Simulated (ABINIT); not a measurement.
Computed results, one entry a study.

```
How the form of the self-energy moves the gap of PtSe2 (P-3m1)
1.0
     3.71731    0.00000    0.00000
    -1.85865    3.21928    0.00000
     0.00000    0.00000    5.82007
Pt Se
1 2
Direct
  0.00000 0.00000 0.00000
  0.66667 0.33333 0.77461
  0.33333 0.66667 0.22539
# method: RPA screening on PBE, plane waves, norm-conserving pseudopotentials (and 5 further levels or steps)
# program: ABINIT 10.8.3
# settings: cutoff 39 Ha, PseudoDojo scalar-relativistic 0.4.1 standard, norm-conserving, ngkpt (3, 3, 2), nband 232, ecuteps 7 Ha, inclvkb 2, shiftk (0, 0, 0), symchi 1, awtr 1, frequency ppm, 3×3×2 k-mesh
# cost: 9 runs, 6.4 min in all on 8 MPI ranks of Intel Xeon Platinum 8259CL at 2.50GHz (Skylake/Cascade Lake), shared host
# notes: The program’s warnings: nproc spkpt=  >= nkpt= * nsppol=. The cell and positions are those that the Materials Project relaxed with its own functionals (PBE, PBE+U or r2SCAN), kept fixed. Limits: no spin polarisation; d states lean on the start; no spin-orbit coupling. The 3×3×2 mesh is coarse for this cell, which bears on the long-range parts of exchange and screening. The norm-conserving file of at least one element keeps a d shell over frozen s and p shells of the same row. Exchange with those shells is missing from the self-energy, an error of 0.3 to 0.9 eV in cases checked, whose sign depends on which edge lies on those atoms. The runs have no spin polarisation. For a closed low-spin shell that is the natural state; where a d or f shell is open it is a constraint, and the gap is then not the crystal’s own.
# G0W0, Godby-Needs plasmon pole: 2.035 eV
# G0W0, Hybertsen-Louie plasmon pole: 2.135 eV
# G0W0, von der Linden-Horsch plasmon pole: 2.235 eV
# G0W0, Engel-Farid plasmon pole: 2.048 eV
# one-shot SEX: 2.455 eV
# one-shot COHSEX: 2.155 eV
# one-shot Hartree-Fock: 6.079 eV
```

[Long decimals in the printed logs are rounded to 6 places.]

[Logs are printed without paths, hosts, clocks, repeated set-up lines and the standing remarks that a program may print on its own settings, such as how far it seeks lower states.]

[Paths, hosts, dates, memory and timing lines, banners, echoed tables and standing remarks are left out of the program output; an Ansatz launch command may be rebuilt from the run's recorded settings. Measured values are a selection of at most five: reports struck by readers or far from the other reports are left out. None is set beside runs whose start may be inverted or whose files or cutoffs have a known fault.]

[Runs of the session that timed out or met a known fault of the program may be left out.]

[Hosts, paths, dates, database ids (printed as entryN), source tags and the programs' standing remarks are cut or masked in the printed files.]

[G0W0 gaps are taken among the corrected bands and points alone; a level outside them can change the order at an edge.]

[Where Ansatz stands beside ABINIT at settings called matched, ABINIT's density can come from a denser mesh and the files from another edition; pairs whose starting gaps differed by over 0.03 eV were left out, so agreement reads better than it is.]
